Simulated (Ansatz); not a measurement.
# Squeezing and shearing H2C4SCl2O2 (C2/c) (176 atoms)

How stiff is H2C4SCl2O2 (C2/c) (176 atoms), and how do its levels respond to strain?

Method: Kohn-Sham DFT, PBE+D3(BJ), PAW (set soft_2), plane waves, in Ansatz 0.2.0.

### 1. The structure

The cell holds 176 atoms: 32 H, 64 C, 16 S, 32 Cl and 32 O. Its edges and angles: a = 15.176 Å, b = 10.584 Å, c = 17.490 Å, α = 90.0°, β = 90.3°, γ = 90.0°. It derives from H2C4SCl2O2 (C2/c), repeated 2×1×2. H2C4SCl2O2, space group C2/c, structure from the Crystallography Open Database, 2 x 1 x 2 conventional cells; every coordinate displaced by a Gaussian of 0.01 Å; bonds to H set to neutron lengths (C-H 1.089, N-H 1.015, O-H 0.983, B-H 1.19 Å) where the listed ones are shorter.

Limits known from the start: Only the Γ point is sampled.

### 2. Single point at the start

The forces at the start show how far the geometry lies from a minimum of this functional.

File input.yaml:

```yaml
crystal:
  lattice:
    - [15.176, 0.0, 0.0]
    - [0.0, 10.584, 0.0]
    - [-0.08395, 0.0, 17.4898]
  atoms:
    - { symbol: H, position: [0.32452, 0.33788, 0.08523] }
    - { symbol: H, position: [0.17572, 0.33667, 0.16435] }
    - { symbol: H, position: [0.07569, 0.83884, 0.08626] }
    - { symbol: H, position: [0.42519, 0.83832, 0.16532] }
    - { symbol: H, position: [0.17544, 0.66174, 0.41392] }
    - { symbol: H, position: [0.3233, 0.66111, 0.33537] }
    - { symbol: H, position: [0.42581, 0.16117, 0.41446] }
    - { symbol: H, position: [0.07538, 0.16123, 0.33431] }
    - { symbol: C, position: [0.07163, 0.03842, 0.08725] }
    - { symbol: C, position: [0.42964, 0.03842, 0.16234] }
    - { symbol: C, position: [0.32019, 0.53689, 0.0874] }
    - { symbol: C, position: [0.17952, 0.5369, 0.16298] }
    - { symbol: C, position: [0.42891, 0.96341, 0.41254] }
    - { symbol: C, position: [0.06989, 0.96248, 0.33692] }
    - { symbol: C, position: [0.17961, 0.46227, 0.41269] }
    - { symbol: C, position: [0.32031, 0.46344, 0.33812] }
    - { symbol: C, position: [0.04291, 0.92452, 0.103] }
    - { symbol: C, position: [0.45961, 0.92508, 0.14709] }
    - { symbol: C, position: [0.29108, 0.42431, 0.10242] }
    - { symbol: C, position: [0.209, 0.42344, 0.14679] }
    - { symbol: C, position: [0.45867, 0.07489, 0.39678] }
    - { symbol: C, position: [0.04283, 0.0742, 0.35404] }
    - { symbol: C, position: [0.21013, 0.5754, 0.39708] }
    - { symbol: C, position: [0.29192, 0.57662, 0.35272] }
    - { symbol: S, position: [0.24998, 0.65674, 0.12463] }
    - { symbol: S, position: [0.99962, 0.15639, 0.12437] }
    - { symbol: S, position: [0.25039, 0.34375, 0.37543] }
    - { symbol: S, position: [0.0002, 0.84515, 0.37446] }
    - { symbol: Cl, position: [0.16057, 0.08823, 0.03774] }
    - { symbol: Cl, position: [0.33829, 0.08767, 0.21008] }
    - { symbol: Cl, position: [0.41229, 0.58687, 0.03768] }
    - { symbol: Cl, position: [0.08848, 0.58749, 0.21143] }
    [... 138 atom lines left out ...]
    - { symbol: O, position: [0.95739, 0.2234, 0.56459] }
    - { symbol: O, position: [0.54117, 0.22463, 0.685] }
    - { symbol: O, position: [0.79221, 0.2769, 0.93514] }
    - { symbol: O, position: [0.70808, 0.27592, 0.81456] }
    - { symbol: O, position: [0.54207, 0.77605, 0.93444] }
    - { symbol: O, position: [0.95837, 0.775, 0.81565] }
kpoints:
  mp_grid: { grid: [1, 1, 1] }
hamiltonian:
  xc: pbe
  dispersion: d3bj
scf:
  occupations: { method: fixed }
output:
  forces: true
```

Run with:

```bash
$ ansatz run input.yaml --threads 4 --pin off --max-ram 8192MiB --backend cpu --events-out ev --progress --plain --runs-dir out
```

Numbers of over 12 decimals in the logs are rounded to 6 here.

The program printed:

```text
[...]
Pseudopotentials: kind: paw
Pseudopotential: H, paw, valence charge 1, recommended cutoff 420 eV (normal), H.paw.azcp
Pseudopotential: C, paw, valence charge 4, recommended cutoff 420 eV (normal), C.paw.azcp
Pseudopotential: S, paw, valence charge 6, recommended cutoff 420 eV (normal), S.paw.azcp
Pseudopotential: Cl, paw, valence charge 7, recommended cutoff 420 eV (normal), Cl.paw.azcp
Pseudopotential: O, paw, valence charge 6, recommended cutoff 420 eV (normal), O.paw.azcp
[... 5 lines on functional and potentials left out ...]
Crystal: 176 atoms, lattice volume = 2809.260 Å³
Basis set: ecut = 420 eV, 54887 PW (Γ), exchange–correlation on 216×144×240 points (8 copies of the dense FFT grid, shifted against one another)
Bands: 576, of which v1, the nominal top of the filled ones, is band 400 counted from 1 (399 counted from 0)
Symmetry: 1 space group operations
Space group: P1 (ITA 1), of the structure as read, at distance tolerance 1.4e-4 Å
k-points: 1
[... 11 lines on functional and potentials left out ...]
Initial density: superposition of atomic densities (neutral atoms: chi_scale 0, normalization atom), corrected by the library's trained network
Initial wavefunctions: pseudopotential atomic-orbital guess
[...]
SCF iter   1: F=—  HF=-83665.683477 eV  |F-HF|=—  |Δ(HF+E_count)|=         —  Δρ=6.32e-3  dr2=1.32e0  ethr=1.77e-3  ⟨swp⟩=5.0  Hψ=1999  notcnv=0  defer=161
preconditioner: auto → Resta (q_TF=auto, 2.213 Å⁻¹)  ε∞=3.0  [insulator: Δε(μ)=2.551 eV  Ē_g=13.792 eV  n_scr=520 (ndim 8)  ℏωp=19.4 eV  f_vac=0.176  ε∞_Penn≈3.0]
SCF iter   2: F=—  HF=-83665.303622 eV  |F-HF|=—  |Δ(HF+E_count)|=   3.80e-1  Δρ=3.36e-3  dr2=2.00e-1  ethr=1.64e-4  ⟨swp⟩=2.0  Hψ=826  notcnv=0  defer=174
SCF iter   3: F=—  HF=-83665.321887 eV  |F-HF|=—  |Δ(HF+E_count)|=   1.83e-2  Δρ=1.51e-3  dr2=5.58e-2  ethr=2.50e-5  ⟨swp⟩=3.0  Hψ=820  notcnv=0  defer=124
automatic band count: iteration 3 solves 526 bands in place of 576: the levels show a gap, and the empty bands left out lie too high to hold charge; the band table lists the bands solved (type scf.n_extra_bands for more)
SCF iter   4: F=—  HF=-83665.319714 eV  |F-HF|=—  |Δ(HF+E_count)|=   2.17e-3  Δρ=4.09e-4  dr2=3.75e-3  ethr=6.98e-6  ⟨swp⟩=2.0  Hψ=818  notcnv=0  defer=124
SCF iter   5: F=—  HF=-83665.321085 eV  |F-HF|=—  |Δ(HF+E_count)|=   1.37e-3  Δρ=1.31e-4  dr2=4.39e-4  ethr=4.68e-7  ⟨swp⟩=2.0  Hψ=786  notcnv=0  defer=124
[...]
SCF iter   9: F=—  HF=-83665.323775 eV  |F-HF|=—  |Δ(HF+E_count)|=   9.80e-7  Δρ=3.09e-6  dr2=3.33e-7  ethr=2.59e-10  ⟨swp⟩=2.0  Hψ=807  notcnv=0  defer=110
SCF iter  10: F=-83665.323775 eV  HF=-83665.323775 eV  |F-HF|=2.28e-8  |Δ(HF+E_count)|=   1.70e-7  Δρ=1.12e-6  dr2=4.32e-8  ethr=1.25e-11  ⟨swp⟩=4.0  Hψ=1570  notcnv=0
SCF 1 converged in 10 iterations: F = -83665.323775 eV  dr2 = 4.32e-8
[...]
SCF converged after 10 iterations
Free energy (F): -83665.323775 eV
Harris-Foulkes:  -83665.323775 eV  (|F-HF|=2.28e-8)
Internal energy: -83665.323775 eV  (E = F + TS)
E sigma→0 (E₀):  -83665.323775 eV
Fermi energy:    1.349122 eV
--- Per-component energies (eV) ---
[...]
Σ components = -83665.323775   (vs F -83665.323775, Δ=0.00e0)
--- Forces (eV/Å), atoms counted from 1 ---
  atom   1  H     -0.05152273    -0.00680081    -0.01269366
  atom   2  H      0.13693019     0.08900181    -0.05929687
  atom   3  H      0.13204476    -0.38412201    -0.10393861
  atom   4  H      0.31315256     0.35609872    -0.18680874
[...]
atom 176  O     -1.41080132    -1.52479689    -2.29184117
  max |Σ_I F_I| component: 2.28e-5 eV/Å
```

Elapsed: 39 s, on 4 threads of Arm Neoverse V2, shared host; peak memory 3.7 GiB.

The column dr2 measures how far the density is from self-consistency, as an energy; F and HF (Harris–Foulkes) agree once it is small.

The r.m.s. force at the start is 1.0 eV/Å.

### 3. Cell and atoms relaxed

The cell is relaxed with the atoms, since the starting lattice needn't suit this functional.

File input.yaml:

```yaml
crystal:
  lattice:
    - [15.176, 0.0, 0.0]
    - [0.0, 10.584, 0.0]
    - [-0.08395, 0.0, 17.4898]
  atoms:
    [... the 176 atom lines of step 2 ...]
kpoints:
  mp_grid: { grid: [1, 1, 1] }
hamiltonian:
  xc: pbe
  dispersion: d3bj
scf:
  occupations: { method: fixed }
output:
  forces: true
relax:
  f_tol: 0.05
  max_steps: 150
  cell: {}
```

The program printed:

```text
[...]
Crystal: 176 atoms, lattice volume = 2809.260 Å³
Basis set: ecut = 420 eV, 54887 PW (Γ), exchange–correlation on 216×144×240 points (8 copies of the dense FFT grid, shifted against one another)
Bands: 576, of which v1, the nominal top of the filled ones, is band 400 counted from 1 (399 counted from 0)
Symmetry: 1 space group operations
[...]
k-points: 1
[...]
SCF iter   1: F=—  HF=-83665.683477 eV  |F-HF|=—  |Δ(HF+E_count)|=         —  Δρ=6.32e-3  dr2=1.32e0  ethr=1.77e-3  ⟨swp⟩=5.0  Hψ=1999  notcnv=0  defer=161
[...]
SCF iter  10: F=-83665.323775 eV  HF=-83665.323775 eV  |F-HF|=2.28e-8  |Δ(HF+E_count)|=   1.70e-7  Δρ=1.12e-6  dr2=4.32e-8  ethr=1.25e-11  ⟨swp⟩=4.0  Hψ=1570  notcnv=0
SCF 1 converged in 10 iterations: F = -83665.323775 eV  dr2 = 4.32e-8
[...]
relax step   1: F+E_penalty+E_count = -83665.32377527 eV  Δ(F+E_penalty+E_count) = +0.000e0 eV  max|allowed force component| = 4.740e0 eV/Å  Δτ_max = 0.0000 Å  P = +3.792 GPa  Ω = 2809.260 Å³  (10 SCF iters, dr2 threshold 1.00e-7 eV, accepted)
[... from here on, the SCF cycles and remarks between the steps are left out ...]
relax step   2: F+E_penalty+E_count = -83668.00166136 eV  Δ(F+E_penalty+E_count) = -2.678e0 eV  max|allowed force component| = 1.447e0 eV/Å  Δτ_max = 0.1110 Å  P = +2.043 GPa  Ω = 2645.556 Å³  energy of the carried Pulay correction = +3.042e-1 eV  (8 SCF iters, dr2 threshold 1.76e-5 eV, accepted)
relax step   3: F+E_penalty+E_count = -83668.49429730 eV  Δ(F+E_penalty+E_count) = -4.926e-1 eV  max|allowed force component| = 6.047e-1 eV/Å  Δτ_max = 0.0938 Å  P = +0.111 GPa  Ω = 2755.671 Å³  energy of the carried Pulay correction = +9.762e-2 eV  (8 SCF iters, dr2 threshold 1.76e-5 eV, accepted)
relax step   4: F+E_penalty+E_count = -83668.64598709 eV  Δ(F+E_penalty+E_count) = -1.517e-1 eV  max|allowed force component| = 2.769e-1 eV/Å  Δτ_max = 0.0412 Å  P = -0.079 GPa  Ω = 2735.833 Å³  energy of the carried Pulay correction = +1.342e-1 eV  (6 SCF iters, dr2 threshold 1.76e-5 eV, accepted)
relax step   5: F+E_penalty+E_count = -83668.69503416 eV  Δ(F+E_penalty+E_count) = -4.905e-2 eV  max|allowed force component| = 1.402e-1 eV/Å  Δτ_max = 0.0365 Å  P = -0.058 GPa  Ω = 2727.356 Å³  energy of the carried Pulay correction = +1.500e-1 eV  (7 SCF iters, dr2 threshold 4.79e-6 eV, accepted)
relax step   6: F+E_penalty+E_count = -83668.70196491 eV  Δ(F+E_penalty+E_count) = -6.931e-3 eV  max|allowed force component| = 6.646e-3 eV/Å  Δτ_max = 0.0249 Å  P = -0.011 GPa  Ω = 2729.940 Å³  energy of the carried Pulay correction = +1.452e-1 eV  (8 SCF iters, dr2 threshold 1.23e-6 eV, accepted)
relax step   7: F+E_penalty+E_count = -83668.59826201 eV  Δ(F+E_penalty+E_count) = +1.037e-1 eV  max|allowed force component| = 6.676e-3 eV/Å  Δτ_max = 0.0000 Å  P = -0.074 GPa  Ω = 2729.940 Å³  stress off target by 1.14e-1 GPa  SCF on the basis re-selected at this cell (its energy is not comparable with the rows above)  (7 SCF iters)
relax step   8: F+E_penalty+E_count = -83668.65725099 eV  Δ(F+E_penalty+E_count) = -5.899e-2 eV  max|allowed force component| = 6.466e-3 eV/Å  Δτ_max = 0.0256 Å  P = +0.008 GPa  Ω = 2703.382 Å³  energy of the carried Pulay correction = +4.583e-2 eV  (9 SCF iters, dr2 threshold 3.22e-8 eV, accepted)
relax step   9: F+E_penalty+E_count = -83668.61605870 eV  Δ(F+E_penalty+E_count) = +4.119e-2 eV  max|allowed force component| = 6.446e-3 eV/Å  Δτ_max = 0.0000 Å  P = -0.005 GPa  Ω = 2703.382 Å³  stress off target by 4.86e-2 GPa  SCF on the basis re-selected at this cell (its energy is not comparable with the rows above)  (5 SCF iters)
[...]
SCF converged after 5 iterations
Free energy (F): -83668.616059 eV
[...]
Internal energy: -83668.616059 eV  (E = F + TS)
E sigma→0 (E₀):  -83668.616059 eV
Fermi energy:    1.810588 eV
[...]
--- Forces (eV/Å), atoms counted from 1 ---
  atom   1  H     -0.00087649    -0.00320504     0.00130166
  atom   2  H      0.00016180    -0.00356405    -0.00047889
  atom   3  H     -0.00108919    -0.00312635     0.00069667
  atom   4  H      0.00108150    -0.00329107    -0.00063308
  atom   5  H      0.00102616     0.00331171    -0.00082906
  atom   6  H     -0.00075523     0.00299526     0.00065456
  atom   7  H      0.00086283     0.00335044    -0.00073783
  atom   8  H     -0.00057448     0.00338933     0.00049460
  atom   9  C      0.00016155    -0.00329240     0.00182865
  atom  10  C     -0.00002041    -0.00347112    -0.00146439
  atom  11  C     -0.00004446    -0.00362251     0.00169024
  atom  12  C     -0.00007856    -0.00301501    -0.00147386
  atom  13  C      0.00017522     0.00303299    -0.00179984
  atom  14  C     -0.00012905     0.00368535     0.00126893
[...]
atom 175  O      0.00334964     0.00212247     0.00016105
  atom 176  O     -0.00348648     0.00219875     0.00013410
  max |Σ_I F_I| component: 6.36e-6 eV/Å
--- Stress (GPa, compression-positive) ---
        0.037025       0.000189      -0.006137
        0.000189      -0.003586      -0.000256
       -0.006138      -0.000256      -0.048200
  P = ⅓ Tr σ = -0.0049 GPa (-0.049 kbar)
--- Relaxed structure (7 steps of the walk, 7 accepted, 2 SCFs on fresh bases) ---
  F+E_penalty+E_count = -83668.61605870 eV   max|allowed force component| = 6.446e-3 eV/Å   (the final SCF, on the basis selected at the relaxed cell)
  cell:  # Å, volume = 2703.3822 Å³
    - [15.394608, 0.000706738, -0.114428]
    - [0.000492891, 10.295532, 0.000851735]
    - [-0.217033, 0.00140356, 17.058117]
  atoms:
    - { symbol: H, position: [0.323812, 0.333476, 0.086485] }
    - { symbol: H, position: [0.176946, 0.333189, 0.163348] }
    - { symbol: H, position: [0.073740, 0.833595, 0.086462] }
    - { symbol: H, position: [0.426288, 0.833496, 0.163477] }
[...]
- { symbol: O, position: [0.958302, 0.764282, 0.811392] }
```

The job ended after 5.3 min (4 threads; peak memory 3.7 GiB; 21 min of CPU time).

The relaxation converged after 7 steps, with a largest force component of 0.0064 eV/Å.

### 4. Single point at the relaxed geometry

One more single point at the end of the walk gives the fuller output and checks the residual forces.

File input.yaml:

```yaml
crystal:
  lattice:
    - [15.39461, 0.00071, -0.11443]
    - [0.00049, 10.29553, 0.00085]
    - [-0.21703, 0.0014, 17.05812]
  atoms:
    - { symbol: H, position: [0.32381, 0.33348, 0.08648] }
    - { symbol: H, position: [0.17695, 0.33319, 0.16335] }
    - { symbol: H, position: [0.07374, 0.8336, 0.08646] }
    - { symbol: H, position: [0.42629, 0.8335, 0.16348] }
    - { symbol: H, position: [0.17655, 0.66672, 0.41343] }
    - { symbol: H, position: [0.32346, 0.66679, 0.33663] }
    [... 164 atom lines left out ...]
    - { symbol: O, position: [0.95828, 0.23588, 0.56138] }
    - { symbol: O, position: [0.54174, 0.23583, 0.68869] }
    - { symbol: O, position: [0.79175, 0.26404, 0.93869] }
    - { symbol: O, position: [0.70845, 0.26404, 0.8114] }
    - { symbol: O, position: [0.5417, 0.76411, 0.93863] }
    - { symbol: O, position: [0.9583, 0.76428, 0.81139] }
kpoints:
  mp_grid: { grid: [1, 1, 1] }
hamiltonian:
  xc: pbe
  dispersion: d3bj
scf:
  occupations: { method: fixed }
output:
  forces: true
  stress: true
  populations: intrinsic
  dos:
    method: { smearing: { sigma: 0.15 } }
    de: 0.1
    projected: { site_lists: { C: [C], Cl: [Cl], H: [H], O: [O], S: [S] } }
  eigenvalues: true
  write_density: true
  write_potential: true
  volumetric_format: npy
```

The program printed:

```text
[...]
Crystal: 176 atoms, lattice volume = 2703.382 Å³
Basis set: ecut = 420 eV, 52845 PW (Γ), exchange–correlation on 216×144×240 points (8 copies of the dense FFT grid, shifted against one another)
Bands: 576, of which v1, the nominal top of the filled ones, is band 400 counted from 1 (399 counted from 0)
Symmetry: 1 space group operations
[...]
k-points: 1
[...]
SCF iter   1: F=—  HF=-83668.979379 eV  |F-HF|=—  |Δ(HF+E_count)|=         —  Δρ=6.51e-3  dr2=1.30e0  ethr=1.77e-3  ⟨swp⟩=5.0  Hψ=2248  notcnv=0  defer=161
[...]
SCF iter   9: F=-83668.616042 eV  HF=-83668.616042 eV  |F-HF|=6.09e-8  |Δ(HF+E_count)|=   5.76e-7  Δρ=1.70e-6  dr2=8.69e-8  ethr=1.25e-11  ⟨swp⟩=20.0  Hψ=5925  notcnv=0
SCF 1 converged in 9 iterations: F = -83668.616042 eV  dr2 = 8.69e-8
[...]
SCF converged after 9 iterations
Free energy (F): -83668.616042 eV
[...]
Internal energy: -83668.616042 eV  (E = F + TS)
E sigma→0 (E₀):  -83668.616042 eV
Fermi energy:    1.810673 eV
[...]
--- Forces (eV/Å), atoms counted from 1 ---
  atom   1  H     -0.00026277    -0.00477621     0.00147241
  atom   2  H     -0.00052424    -0.00341523    -0.00053954
  atom   3  H     -0.00148138    -0.00239869     0.00100089
  atom   4  H      0.00058972    -0.00368120    -0.00050519
  atom   5  H      0.00033851     0.00520263    -0.00058048
  atom   6  H     -0.00158785     0.00139539     0.00148434
  atom   7  H      0.00163877     0.00240875    -0.00110737
  atom   8  H      0.00000648     0.00394522     0.00046320
  atom   9  C      0.00063980    -0.00357993     0.00144751
  atom  10  C     -0.00212890    -0.00010837    -0.00013176
  atom  11  C      0.00202701    -0.00440885     0.00142301
  atom  12  C     -0.00230946    -0.00262804    -0.00088153
  atom  13  C      0.00204363     0.00130651    -0.00338185
  atom  14  C      0.00134630     0.00368294     0.00026438
[...]
atom 175  O      0.00255676     0.00239869     0.00009998
  atom 176  O     -0.00286234     0.00189017     0.00022573
  max |Σ_I F_I| component: 2.71e-4 eV/Å
--- Stress (GPa, compression-positive) ---
        0.037403      -0.000090      -0.006728
       -0.000090      -0.003142      -0.001159
       -0.006728      -0.001159      -0.048466
  P = ⅓ Tr σ = -0.0047 GPa (-0.047 kbar)
--- Band table (eV) ---
[...]
--- intrinsic populations: 176 sites ---
  site symbol       q [e]
     0      H      0.7771
     1      H      0.7772
     2      H      0.7771
[...]
175      O      6.8607
  spilling = -0.000000 (of n_electrons = 800.000000)
```

The job ended after 74 s (4 threads; peak memory 4.1 GiB; 4.8 min of CPU time).

Numbers from this run:

- free energy: -83668.6160 eV
- free energy per atom: -475.3899 eV/atom
- SCF cycles: 9
- pressure: -0.004735 GPa
- r.m.s. force component: 0.00345 eV/Å
- longest force: 0.01182 eV/Å
- Fermi energy: 1.811 eV
- gap (highest filled to lowest empty level): 2.202 eV

(Part 1 of 3 ends here.)

[Logs are printed without paths, hosts, clocks, repeated set-up lines and the standing remarks that a program may print on its own settings, such as how far it seeks lower states.]

[Hosts, paths, dates, database ids (printed as entryN), source tags and the programs' standing remarks are cut or masked in the printed files.]
